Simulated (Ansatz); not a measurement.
## Mo(100) with 4 thermally displaced layers, 2x2: scattering by thermal displacements

Aim: the resistivity of Mo at 300 K from frozen thermal displacements between perfect leads. The measured value for the pure metal at this temperature is 5.52 µΩ cm (CRC Handbook of Chemistry and Physics, 84th ed., 2003, Electrical Resistivity of Pure Metals).

Method: Ansatz plane-wave DFT, PBE, PAW files; ballistic transport by layer matching (Landauer), zero bias; PAW set soft_1, in Ansatz 0.2.0.

## (1) The structure

The cell holds 56 atoms: 56 Mo. Cell: a = 6.294 Å, b = 6.294 Å, c = 22.029 Å, α = 90.0°, β = 90.0°, γ = 90.0°. It derives from Mo. Regions: lead, 40 atoms (40 Mo); scattering region, 16 atoms (16 Mo). The structure is stacked along c, and the current runs across the ab planes.

## (2) With 4 displaced layers

Each atom of 4 layers is moved at random, by amounts drawn from a normal law 0.0488 Å wide in each direction from the Debye model (450 K) at 300 K. The layers about the cell's end stay perfect and serve as the lead. Disorder leaves little or no symmetry, which makes such runs dear. Energies from -0.05 to 0.05 eV in steps of 0.05 eV are too few for the program's thermal sum, so it prints no conductance; for a metal the transmission near the Fermi level serves, at a fraction of the cost.

input.yaml

```yaml
crystal:
  lattice:
    - [6.294, 0.0, 0.0]
    - [0.0, 6.294, 0.0]
    - [0.0, 0.0, 22.029]
  atoms:
    - { symbol: Mo, position: [0.0, 0.0, 0.0357142857] }
    - { symbol: Mo, position: [0.0, 0.5, 0.0357142857] }
    - { symbol: Mo, position: [0.5, 0.0, 0.0357142857] }
    - { symbol: Mo, position: [0.5, 0.5, 0.0357142857] }
    - { symbol: Mo, position: [0.25, 0.25, 0.1071428571] }
    - { symbol: Mo, position: [0.25, 0.75, 0.1071428571] }
    - { symbol: Mo, position: [0.75, 0.25, 0.1071428571] }
    - { symbol: Mo, position: [0.75, 0.75, 0.1071428571] }
    - { symbol: Mo, position: [0.0, 0.0, 0.1785714286] }
    - { symbol: Mo, position: [0.0, 0.5, 0.1785714286] }
    - { symbol: Mo, position: [0.5, 0.0, 0.1785714286] }
    - { symbol: Mo, position: [0.5, 0.5, 0.1785714286] }
    - { symbol: Mo, position: [0.25, 0.25, 0.25] }
    - { symbol: Mo, position: [0.25, 0.75, 0.25] }
    - { symbol: Mo, position: [0.75, 0.25, 0.25] }
    - { symbol: Mo, position: [0.75, 0.75, 0.25] }
    - { symbol: Mo, position: [0.0, 0.0, 0.3214285714] }
    - { symbol: Mo, position: [0.0, 0.5, 0.3214285714] }
    - { symbol: Mo, position: [0.5, 0.0, 0.3214285714] }
    - { symbol: Mo, position: [0.5, 0.5, 0.3214285714] }
    - { symbol: Mo, position: [0.2502652717, 0.2605490887, 0.3955718677] }
    - { symbol: Mo, position: [0.2460409749, 0.7476883159, 0.3916881396] }
    - { symbol: Mo, position: [0.7544200072, 0.2495650452, 0.3945126944] }
    - { symbol: Mo, position: [0.735668227, 0.7621534781, 0.3926433907] }
    - { symbol: Mo, position: [0.0052784597, 0.9989405016, 0.4634454019] }
    - { symbol: Mo, position: [0.0035928656, 0.5063966774, 0.4638367852] }
    - { symbol: Mo, position: [0.498814666, 0.0053197342, 0.4623565115] }
    - { symbol: Mo, position: [0.4882512265, 0.5030643179, 0.4627993337] }
    - { symbol: Mo, position: [0.2351017615, 0.2436844715, 0.5346778059] }
    - { symbol: Mo, position: [0.2407429884, 0.7384212816, 0.5357954974] }
    - { symbol: Mo, position: [0.7569609701, 0.2481913327, 0.5340660259] }
    - { symbol: Mo, position: [0.7529868293, 0.7555644036, 0.5350492802] }
    - { symbol: Mo, position: [0.0042255999, 0.0080907562, 0.6066841161] }
    - { symbol: Mo, position: [0.9936886464, 0.5026971161, 0.6076915687] }
    - { symbol: Mo, position: [0.5085247246, 0.9900340643, 0.6056763216] }
    - { symbol: Mo, position: [0.4934973976, 0.4865472995, 0.6074231128] }
    - { symbol: Mo, position: [0.25, 0.25, 0.6785714286] }
    - { symbol: Mo, position: [0.25, 0.75, 0.6785714286] }
    - { symbol: Mo, position: [0.75, 0.25, 0.6785714286] }
    - { symbol: Mo, position: [0.75, 0.75, 0.6785714286] }
    - { symbol: Mo, position: [0.0, 0.0, 0.75] }
    - { symbol: Mo, position: [0.0, 0.5, 0.75] }
    - { symbol: Mo, position: [0.5, 0.0, 0.75] }
    - { symbol: Mo, position: [0.5, 0.5, 0.75] }
    - { symbol: Mo, position: [0.25, 0.25, 0.8214285714] }
    - { symbol: Mo, position: [0.25, 0.75, 0.8214285714] }
    - { symbol: Mo, position: [0.75, 0.25, 0.8214285714] }
    - { symbol: Mo, position: [0.75, 0.75, 0.8214285714] }
    - { symbol: Mo, position: [0.0, 0.0, 0.8928571429] }
    - { symbol: Mo, position: [0.0, 0.5, 0.8928571429] }
    - { symbol: Mo, position: [0.5, 0.0, 0.8928571429] }
    - { symbol: Mo, position: [0.5, 0.5, 0.8928571429] }
    - { symbol: Mo, position: [0.25, 0.25, 0.9642857143] }
    - { symbol: Mo, position: [0.25, 0.75, 0.9642857143] }
    - { symbol: Mo, position: [0.75, 0.25, 0.9642857143] }
    - { symbol: Mo, position: [0.75, 0.75, 0.9642857143] }
kpoints:
  mp_grid: { grid: [4, 4, 1] }
hamiltonian:
  xc: pbe
  pseudopotentials: { kind: paw, azcp: { folder: soft_1 } }
scf:
  occupations: { method: fermi_dirac, width: 0.1 }
output:
  transmission: { leads: [[0, 4]], kmesh: [8, 8], e_range: [-0.05, 0.05], de: 0.05 }
  write_potential: true
  write_density: true
  volumetric_format: npy
```

Command:

```console
$ ansatz run input.yaml --threads 4 --pin off --max-ram 15360MiB --backend cpu --events-out ev --progress --plain --runs-dir out
```

Numbers of over 12 decimals in the logs are rounded to 6 here.

Log:

```text
Engine: ansatz 0.2.0, aarch64-unknown-linux-gnu
Pseudopotentials: kind: paw
Pseudopotential: Mo, paw, valence charge 14, recommended cutoff 420 eV (normal), soft_1/Mo.paw.azcp
Functional definition: PBE
  parameter kappa = 0.804
  parameter beta = 0.066725
  exchange = pbe_x(kappa = kappa, mu = beta*pi^2/3)
  correlation = pbe_c(beta = beta)
Crystal: 56 atoms, lattice volume = 872.666 Å³
Basis set: ecut = 420 eV, 17109 PW (Γ)
Bands: 471, of which v1, the nominal top of the filled ones, is band 392 counted from 1 (391 counted from 0)
Symmetry: 1 space group operations
Space group: P1 (ITA 1), of the structure as read, at distance tolerance 9.6e-5 Å
k-points: 10 of 16 (time reversal used)
Non-local potential: Mo, projectors of the file, l = 0: 3, l = 1: 2, l = 2: 2, l = 3: 1
PAW form: soft (Blöchl's): semilocal exchange-correlation on the pseudo side does not see the compensation charge
PAW one-centre angular grid: Mo, 590 points (default); XC on 64 Gauss nodes
Initial density: superposition of atomic densities (chi_scale 0.1, normalization cell)
Initial wavefunctions: pseudopotential atomic-orbital guess
Functional: x = pbe(κ = 0.804, μ = 0.219515), c = pbe(β = 0.066725)
SCF iter   1: F=—  HF=-277573.232305 eV  |F-HF|=—  |Δ(HF+E_count)|=         —  Δρ=1.06e-1  dr2=9.88e1  ethr=3.10e-3  ⟨swp⟩=4.2  Hψ=16586  notcnv=0
preconditioner: auto → Kerker (q_TF=auto, 2.680 Å⁻¹)  [metal: Δε(μ)=0.008 eV  Ē_g=4.669 eV  σ=0.100 eV  W_gap=0.02  n_scr=286 (ndim 8)  ℏωp=23.0 eV  f_vac=0.000  D(μ)=37.11/eV (n_scr^D=302)]
SCF iter   2: F=—  HF=-277547.768293 eV  |F-HF|=—  |Δ(HF+E_count)|=    2.55e1  Δρ=5.91e-2  dr2=2.87e1  ethr=3.10e-3  ⟨swp⟩=2.1  Hψ=9275  notcnv=0
SCF iter   3: F=—  HF=-277538.759514 eV  |F-HF|=—  |Δ(HF+E_count)|=    9.01e0  Δρ=7.99e-3  dr2=2.22e-1  ethr=3.10e-3  ⟨swp⟩=2.2  Hψ=8626  notcnv=0
SCF iter   4: F=—  HF=-277538.815662 eV  |F-HF|=—  |Δ(HF+E_count)|=   5.61e-2  Δρ=9.19e-4  dr2=6.24e-3  ethr=2.83e-5  ⟨swp⟩=2.9  Hψ=8800  notcnv=0
SCF iter   5: F=—  HF=-277538.815951 eV  |F-HF|=—  |Δ(HF+E_count)|=   2.88e-4  Δρ=1.58e-4  dr2=9.08e-5  ethr=7.95e-7  ⟨swp⟩=2.0  Hψ=7891  notcnv=0
SCF iter   6: F=—  HF=-277538.815035 eV  |F-HF|=—  |Δ(HF+E_count)|=   9.16e-4  Δρ=2.76e-5  dr2=4.22e-6  ethr=1.16e-8  ⟨swp⟩=2.0  Hψ=8780  notcnv=0
SCF iter   7: F=—  HF=-277538.815035 eV  |F-HF|=—  |Δ(HF+E_count)|=   2.54e-7  Δρ=4.13e-6  dr2=1.79e-7  ethr=5.38e-10  ⟨swp⟩=2.9  Hψ=8961  notcnv=0
SCF iter   8: F=-277538.815035 eV  HF=-277538.815035 eV  |F-HF|=1.21e-8  |Δ(HF+E_count)|=   3.43e-9  Δρ=8.45e-7  dr2=1.55e-8  ethr=1.28e-11  ⟨swp⟩=6.6  Hψ=10587  notcnv=0
SCF 1 converged in 8 iterations: F = -277538.815035 eV  dr2 = 1.55e-8
  greatest PAW one-centre occupation: 0.999 electrons in one spin orbital (limit 2), on the Mo atom at site 24 (counted from 0), in its partial waves of l = 0
transmission: 144 of 1428 steps passed
transmission: 288 of 1428 steps passed
[...]
transmission: 1428 of 1428 steps passed
SCF converged after 8 iterations
Free energy (F): -277538.815035 eV
Harris-Foulkes:  -277538.815035 eV  (|F-HF|=1.21e-8)
Internal energy: -277537.387459 eV  (E = F + TS)
E sigma→0 (E₀):  -277538.101247 eV
Entropy (-TS):   -1.427576 eV (-25.492 meV/atom)
Fermi energy:    21.183181 eV
--- Per-component energies (eV) ---
  E_band       = -3032.121536
  E_kinetic    = 23666.030888
  E_local      = -43071.275332  (includes V_loc(G=0)·N_el)
  E_nonlocal   = 8293.703188
  E_hartree    = 14674.535812
  E_xc         = -9881.969239
  E_vxc        = -12321.475927  (∫ρ·V_xc dr)
  E_paw        = -179862.375744  (= ΣΔE_a)
  E_vpaw       = -8948.173340  (= ΣTr[D̂ρ^β])
  E_aug_tail   = 0.002645  (compensation charges beyond the density's cutoff)
  E_ewald      = -91356.039676
  E_smearing   = -1.427576  (= −TS)
  E_closure    = 0.000000  (closes the sum)
  Σ components = -277538.815035   (vs F -277538.815035, Δ=0.00e0)
--- Band table (eV; the first three rows and the last of 10) ---
  k-point 0: bands = [... 388 lower, 21.1245, 21.1621, 21.1749, 21.1811, 21.1843, 21.1959, 21.2149, 21.2597, ... 75 higher]
  k-point 1: bands = [... 388 lower, 21.1662, 21.1787, 21.1865, 21.2564, 21.2635, 21.2797, 21.2937, 21.3065, ... 75 higher]
  k-point 2: bands = [... 388 lower, 21.1928, 21.2037, 21.2544, 21.2862, 21.2999, 21.3095, 21.3441, 21.3516, ... 75 higher]
  k-point 9: bands = [... 388 lower, 20.3287, 20.3555, 20.4090, 20.4391, 21.4296, 21.4459, 21.4740, 21.4884, ... 75 higher]
--- Transmission ---
  basis      : 349 plane waves across, 42 finite elements along
  points     : 34, standing for a mesh of 8 x 8
  energies   : 3 from -0.050000 to 0.050000 eV about the Fermi level, 0.050000 eV apart; the leads are filled to 0.000000 eV, and channels, transmission and decay are at 0.000000 eV
  crystal 0  : Mo4, at the sites [0, 4], period 1.5735 Å, over 15.73 Å; its Hamiltonian steps by up to 1.4 meV
    offset         : up to 0.0000 Å between an atom of the period and one for which it stands
    channels       : 6.781250e0 a spin
    conductance    : none, the energies end too early or step too widely for 300 K: set another output.transmission.e_range or a lower de, or, where they end at an eighth of basis.ecutwfc, a higher one
    slowest decay  : 0.0509 /Å at (0.3750, 0.5000)
  junction   : crystal 0 to crystal 0, 0.70 to 21.15 Å
    transmission   : 6.364725e0 a spin
    conductance    : none, the energies end too early or step too widely for 300 K: set another output.transmission.e_range or a lower de, or, where they end at an eighth of basis.ecutwfc, a higher one
```

It took 10 min on 4 threads of Arm Neoverse V2, shared host; peak memory 7.7 GiB; 39 min of CPU time.

Reading the cycles: dr2 is the Hartree energy of the density residual (eV), the measure of convergence; HF is the Harris–Foulkes estimate of the energy, which meets the free energy F at convergence.

This step gave:

- free energy: -277538.8150 eV
- energy at zero smearing: -277538.1012 eV
- Fermi energy: 21.18 eV
- cell area: 39.61 Å²
- transmission per spin nearest the Fermi level: 6.365
- open channels per spin nearest the Fermi level: 6.781
- step of the lead's potential: 1.4 meV

Per spin. Transmission, zone mean against energy, zero at the Fermi level:

| energy (eV) | transmission, zone mean |
| --- | --- |
| -0.0500 | 6.18 |
| 0.0000 | 6.36 |
| 0.0500 | 6.46 |

Per spin. Open channels, zone mean, lead against energy, zero at the Fermi level:

| energy (eV) | open channels, zone mean, lead |
| --- | --- |
| -0.0500 | 6.59 |
| 0.0000 | 6.78 |
| 0.0500 | 6.84 |

Transmission over k1 and k2. At 0.0000 eV from the Fermi level.

Values, 8 rows by 8 columns:
```
 0.0  1.0  2.0  4.9  6.8  4.9  2.0  1.0
 3.8  2.0  5.2 10.8 13.7 11.0  5.4  2.0
 3.9  4.8 10.9 13.2 13.4 13.2 10.9  4.9
 3.8  6.8 13.4 13.4 13.6 13.4 13.4  6.8
 3.9  4.9 10.9 13.2 13.4 13.2 10.9  4.8
 3.8  2.0  5.4 11.0 13.7 10.8  5.2  2.0
 0.0  1.0  2.0  4.9  6.8  4.9  2.0  1.0
 0.0  0.0  3.9  3.9  3.9  3.9  3.9  0.0
```
Columns: k1 (b1) from -0.5 to 0.375; rows upwards: k2 (b2) from -0.5 to 0.375.

Open channels over k1 and k2. At 0.0000 eV from the Fermi level.

Ten even steps from '_' (0.0) to '@' (15.0):
```
____..--==--..__
::..==%%@@%%==..
::--%%@@@@@@%%--
::==@@@@@@@@@@==
::--%%@@@@@@%%--
::..==%%@@%%==..
____..--==--..__
____::::::::::__
```
Columns: k1 (b1) from -0.5 to 0.375; rows upwards: k2 (b2) from -0.5 to 0.375.

Over the solved energies the transmission per spin lies between 6.18 and 6.46, out of 6.74 channels of the lead on average (up to 6.84).

## (3) With 8 displaced layers

Each atom of 8 layers is moved at random, by amounts drawn from a normal law 0.0488 Å wide in each direction from the Debye model (450 K) at 300 K. A fresh draw is used; the growth of the resistance with length is what counts.

System of this step: Mo(100) with 8 thermally displaced layers, 2x2. The cell holds 72 atoms: 72 Mo. Its edges and angles: a = 6.294 Å, b = 6.294 Å, c = 28.323 Å, α = 90.0°, β = 90.0°, γ = 90.0°. It derives from Mo. Regions: lead, 40 atoms (40 Mo); scattering region, 32 atoms (32 Mo). The structure is stacked along c, and the current runs across the ab planes.

input.yaml

```yaml
crystal:
  lattice:
    - [6.294, 0.0, 0.0]
    - [0.0, 6.294, 0.0]
    - [0.0, 0.0, 28.323]
  atoms:
    - { symbol: Mo, position: [0.0, 0.0, 0.0277777778] }
    - { symbol: Mo, position: [0.0, 0.5, 0.0277777778] }
    - { symbol: Mo, position: [0.5, 0.0, 0.0277777778] }
    - { symbol: Mo, position: [0.5, 0.5, 0.0277777778] }
    - { symbol: Mo, position: [0.25, 0.25, 0.0833333333] }
    - { symbol: Mo, position: [0.25, 0.75, 0.0833333333] }
    - { symbol: Mo, position: [0.75, 0.25, 0.0833333333] }
    - { symbol: Mo, position: [0.75, 0.75, 0.0833333333] }
    - { symbol: Mo, position: [0.0, 0.0, 0.1388888889] }
    - { symbol: Mo, position: [0.0, 0.5, 0.1388888889] }
    - { symbol: Mo, position: [0.5, 0.0, 0.1388888889] }
    - { symbol: Mo, position: [0.5, 0.5, 0.1388888889] }
    - { symbol: Mo, position: [0.25, 0.25, 0.1944444444] }
    - { symbol: Mo, position: [0.25, 0.75, 0.1944444444] }
    - { symbol: Mo, position: [0.75, 0.25, 0.1944444444] }
    - { symbol: Mo, position: [0.75, 0.75, 0.1944444444] }
    - { symbol: Mo, position: [0.0, 0.0, 0.25] }
    - { symbol: Mo, position: [0.0, 0.5, 0.25] }
    - { symbol: Mo, position: [0.5, 0.0, 0.25] }
    - { symbol: Mo, position: [0.5, 0.5, 0.25] }
    - { symbol: Mo, position: [0.25409477, 0.2442683761, 0.307944449] }
    - { symbol: Mo, position: [0.2563765901, 0.7548672639, 0.3062481096] }
    - { symbol: Mo, position: [0.757414202, 0.2396663366, 0.3066139871] }
    - { symbol: Mo, position: [0.7546764168, 0.7362858218, 0.3061538449] }
    - { symbol: Mo, position: [0.9980572004, 0.0060631492, 0.3603541559] }
    - { symbol: Mo, position: [0.9998584852, 0.5026598842, 0.359600412] }
    - { symbol: Mo, position: [0.5046439864, 0.9991856827, 0.3619601646] }
    - { symbol: Mo, position: [0.4959515204, 0.5084268852, 0.3621544959] }
    - { symbol: Mo, position: [0.24861886, 0.2549028014, 0.418838519] }
    - { symbol: Mo, position: [0.26389616, 0.737792001, 0.4181892101] }
    - { symbol: Mo, position: [0.7536080587, 0.2492718165, 0.4149311488] }
    - { symbol: Mo, position: [0.7597534239, 0.7402112814, 0.4176440961] }
    - { symbol: Mo, position: [0.0101000521, 0.9875895689, 0.4717006732] }
    - { symbol: Mo, position: [0.9898429349, 0.5018934018, 0.4748330463] }
    - { symbol: Mo, position: [0.5156989966, 0.9862051694, 0.4712309944] }
    - { symbol: Mo, position: [0.5054581894, 0.5122529673, 0.4729484009] }
    - { symbol: Mo, position: [0.244211261, 0.2523051828, 0.5277491258] }
    - { symbol: Mo, position: [0.2484193544, 0.7443018829, 0.5284454242] }
    - { symbol: Mo, position: [0.752388568, 0.2492786177, 0.5273955817] }
    - { symbol: Mo, position: [0.7400314592, 0.7462281894, 0.52985773] }
    - { symbol: Mo, position: [0.9985216256, 0.9888306511, 0.5856339492] }
    - { symbol: Mo, position: [0.0041138643, 0.5163547985, 0.583441106] }
    - { symbol: Mo, position: [0.4964205217, 0.9887689944, 0.5856156669] }
    - { symbol: Mo, position: [0.5199345864, 0.4936310858, 0.5822177366] }
    - { symbol: Mo, position: [0.254625306, 0.243558078, 0.6384224389] }
    - { symbol: Mo, position: [0.2472859161, 0.7514892407, 0.6407763858] }
    - { symbol: Mo, position: [0.7501712031, 0.2571290176, 0.638164989] }
    - { symbol: Mo, position: [0.7525431014, 0.7334113829, 0.6363891388] }
    - { symbol: Mo, position: [0.0061747942, 0.9954215484, 0.6954442336] }
    - { symbol: Mo, position: [0.0042075734, 0.510258402, 0.6958441117] }
    - { symbol: Mo, position: [0.507889944, 0.9991336401, 0.6932405817] }
    - { symbol: Mo, position: [0.494324477, 0.4962136951, 0.6924965882] }
    - { symbol: Mo, position: [0.25, 0.25, 0.75] }
    - { symbol: Mo, position: [0.25, 0.75, 0.75] }
    - { symbol: Mo, position: [0.75, 0.25, 0.75] }
    - { symbol: Mo, position: [0.75, 0.75, 0.75] }
    - { symbol: Mo, position: [0.0, 0.0, 0.8055555556] }
    - { symbol: Mo, position: [0.0, 0.5, 0.8055555556] }
    - { symbol: Mo, position: [0.5, 0.0, 0.8055555556] }
    - { symbol: Mo, position: [0.5, 0.5, 0.8055555556] }
    - { symbol: Mo, position: [0.25, 0.25, 0.8611111111] }
    - { symbol: Mo, position: [0.25, 0.75, 0.8611111111] }
    - { symbol: Mo, position: [0.75, 0.25, 0.8611111111] }
    - { symbol: Mo, position: [0.75, 0.75, 0.8611111111] }
    - { symbol: Mo, position: [0.0, 0.0, 0.9166666667] }
    - { symbol: Mo, position: [0.0, 0.5, 0.9166666667] }
    - { symbol: Mo, position: [0.5, 0.0, 0.9166666667] }
    - { symbol: Mo, position: [0.5, 0.5, 0.9166666667] }
    - { symbol: Mo, position: [0.25, 0.25, 0.9722222222] }
    - { symbol: Mo, position: [0.25, 0.75, 0.9722222222] }
    - { symbol: Mo, position: [0.75, 0.25, 0.9722222222] }
    - { symbol: Mo, position: [0.75, 0.75, 0.9722222222] }
kpoints:
  mp_grid: { grid: [4, 4, 1] }
hamiltonian:
  xc: pbe
  pseudopotentials: { kind: paw, azcp: { folder: soft_1 } }
scf:
  occupations: { method: fermi_dirac, width: 0.1 }
output:
  transmission: { leads: [[0, 4]], kmesh: [8, 8], e_range: [-0.05, 0.05], de: 0.05 }
  write_potential: true
  write_density: true
  volumetric_format: npy
```

Log:

```text
[...]
Crystal: 72 atoms, lattice volume = 1122.000 Å³
Basis set: ecut = 420 eV, 21955 PW (Γ)
Bands: 605, of which v1, the nominal top of the filled ones, is band 504 counted from 1 (503 counted from 0)
Symmetry: 1 space group operations
[...]
k-points: 10 of 16 (time reversal used)
[...]
SCF iter   1: F=—  HF=-356879.146806 eV  |F-HF|=—  |Δ(HF+E_count)|=         —  Δρ=1.06e-1  dr2=1.27e2  ethr=3.10e-3  ⟨swp⟩=4.4  Hψ=20947  notcnv=0
[...]
SCF iter   8: F=-356834.978593 eV  HF=-356834.978593 eV  |F-HF|=1.87e-8  |Δ(HF+E_count)|=   7.86e-9  Δρ=9.26e-7  dr2=2.39e-8  ethr=9.92e-12  ⟨swp⟩=6.6  Hψ=13923  notcnv=0
SCF 1 converged in 8 iterations: F = -356834.978593 eV  dr2 = 2.39e-8
[...]
transmission: 192 of 1904 steps passed
transmission: 381 of 1904 steps passed
[...]
transmission: 1904 of 1904 steps passed
SCF converged after 8 iterations
Free energy (F): -356834.978593 eV
[...]
Internal energy: -356833.330530 eV  (E = F + TS)
E sigma→0 (E₀):  -356834.154562 eV
Entropy (-TS):   -1.648062 eV (-22.890 meV/atom)
Fermi energy:    21.104855 eV
[...]
--- Band table (eV; the first three rows and the last of 10) ---
  k-point 0: bands = [... 500 lower, 20.9296, 20.9442, 20.9561, 20.9804, 20.9855, 21.0150, 21.0336, 21.0492, ... 97 higher]
  k-point 1: bands = [... 500 lower, 21.0614, 21.0770, 21.0885, 21.1047, 21.1241, 21.1394, 21.1558, 21.1706, ... 97 higher]
  k-point 2: bands = [... 500 lower, 20.9241, 20.9960, 21.0193, 21.1170, 21.1566, 21.2533, 21.2714, 21.2939, ... 97 higher]
  k-point 9: bands = [... 500 lower, 20.3583, 20.3750, 20.4105, 20.4144, 21.3795, 21.4138, 21.4548, 21.4823, ... 97 higher]
--- Transmission ---
  basis      : 349 plane waves across, 56 finite elements along
  points     : 34, standing for a mesh of 8 x 8
[...]
channels       : 6.593750e0 a spin
[...]
slowest decay  : 0.0401 /Å at (0.3750, 0.5000)
  junction   : crystal 0 to crystal 0, 0.70 to 27.45 Å
    transmission   : 5.535868e0 a spin
[...]
```

The job ended after 15 min (4 threads; peak memory 8 GiB).

Numbers from this step:

* free energy: -356834.9786 eV
* energy at zero smearing: -356834.1546 eV
* Fermi energy: 21.10 eV
* transmission per spin nearest the Fermi level: 5.536
* open channels per spin nearest the Fermi level: 6.594
* step of the lead's potential: 3.3 meV

Per spin. Transmission, zone mean against energy, zero at the Fermi level:

| energy (eV) | transmission, zone mean |
| --- | --- |
| -0.0500 | 5.56 |
| 0.0000 | 5.54 |
| 0.0500 | 5.49 |

Over the solved energies the transmission per spin lies between 5.49 and 5.56, out of 6.59 channels of the lead on average (up to 6.66).

[end of part 1 of 2]

[Logs are printed without paths, hosts, clocks, repeated set-up lines and the standing remarks that a program may print on its own settings, such as how far it seeks lower states.]

[Hosts, paths, dates, database ids (printed as entryN), source tags and the programs' standing remarks are cut or masked in the printed files.]
